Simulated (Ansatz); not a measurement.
## How fast states decay through InGaCu2S4: cell and atoms at rest

Ansatz 0.2.0; r2SCAN DFT, plane waves, PAW files.

The structure was built from a prototype and need not be the compound's stable phase.

It takes space group I-4 (No. 82, tetragonal). Conventional cell: a = 5.940 Å, b = 5.940 Å, c = 11.531 Å, α = 90.00°, β = 90.00°, γ = 90.00°. In has 4 S at 2.60 Å nearest. Ga has 4 S at 2.45 Å nearest. Nearest to Cu lie 4 S at 2.58 Å. Nearest to Cu lie 4 S at 2.57 Å. S has 1 Ga at 2.45 Å and 2 Cu at 2.57 to 2.58 Å and 1 In at 2.60 Å nearest. It derives from InGaAg2Te4. Cu for Ag, S for Te in the InGaAg2Te4 structure of space group I-4. Farther neighbours and most contacts between anions are not listed.

Step by step:

```
step  energy less that of the first step (eV)  largest force component (eV/Å)  pressure (GPa)  volume (Å³)
   1                                   0.0000                          0.1596          -10.39       203.39
   2                                  -1.4739                          0.4786           -5.34       175.55
   3                                  -1.8088                          0.2603            3.87       151.87
   4                                  -1.9058                          0.0729           -0.77       160.82
   5                                  -1.9126                          0.0133           -0.07       159.23
   6                                  -1.9129                          0.0017            0.00       159.07
  7*                                  -1.9074                          0.0017           -0.04       159.07
```

Relaxation steps marked * repeat the geometry before them on a plane-wave basis chosen anew for their cell, so energy and pressure can jump there.

The run keeps the 4 symmetry operations that it works with, so distortions that break them were not tested.

```
conventional cell, symmetrised  before   after   change
                         a (Å)   5.940   5.417   -8.8 %
                         b (Å)   5.940   5.417   -8.8 %
                         c (Å)  11.531  10.840   -6.0 %
              volume (Å³/atom)   25.42   19.88  -21.8 %
```

The atoms that moved most (Å, as changes of fractional coordinates times the final cell):

```
atom      dx      dy      dz  length
  S7  -0.023   0.111   0.015   0.115
  S5   0.111   0.023  -0.015   0.115
  S6  -0.111  -0.023  -0.015   0.115
  S8   0.023  -0.111   0.015   0.115
```

This step gave:

| Property | Result |
| --- | --- |
| free energy | -26293.2081 eV |
| Fermi energy | 8.416 eV |
| pressure | -0.03847 GPa |

Q: Write an input that reproduces this.

The system, level and task follow from the heading and the kind of results. Meshes, cutoffs and thresholds can't be read from the results; these are the ones that the run used.

input.yaml reads:

```yaml
crystal:
  lattice:
    - [-2.969794098, 2.969794098, 5.7653382754]
    - [2.969794098, -2.969794098, 5.7653382754]
    - [2.969794098, 2.969794098, -5.7653382754]
  atoms:
    - { symbol: In, position: [0.5, 0.5, 0.0] }
    - { symbol: Ga, position: [0.75, 0.25, 0.5] }
    - { symbol: Cu, position: [0.25, 0.75, 0.5] }
    - { symbol: Cu, position: [0.0, 0.0, 0.0] }
    - { symbol: S, position: [0.631408, 0.613, 0.504673] }
    - { symbol: S, position: [0.108327, 0.126735, 0.495327] }
    - { symbol: S, position: [0.873265, 0.368592, 0.981592] }
    - { symbol: S, position: [0.387, 0.891673, 0.018408] }
kpoints:
  mp_grid: { grid: [6, 6, 6] }
scf:
  occupations: { method: gaussian, width: 0.03 }
hamiltonian:
  xc: r2scan
output:
  forces: true
  stress: true
relax:
  f_tol: 0.02
  max_steps: 60
  cell: {}
```

The run is started by

```
$ ansatz run input.yaml --threads 2 --pin off --max-ram 4096MiB --backend cpu --events-out ev --progress --plain --runs-dir out
```

[Logs are printed without paths, hosts, clocks, repeated set-up lines and the standing remarks that a program may print on its own settings, such as how far it seeks lower states.]

[Hosts, paths, dates, database ids (printed as entryN), source tags and the programs' standing remarks are cut or masked in the printed files.]
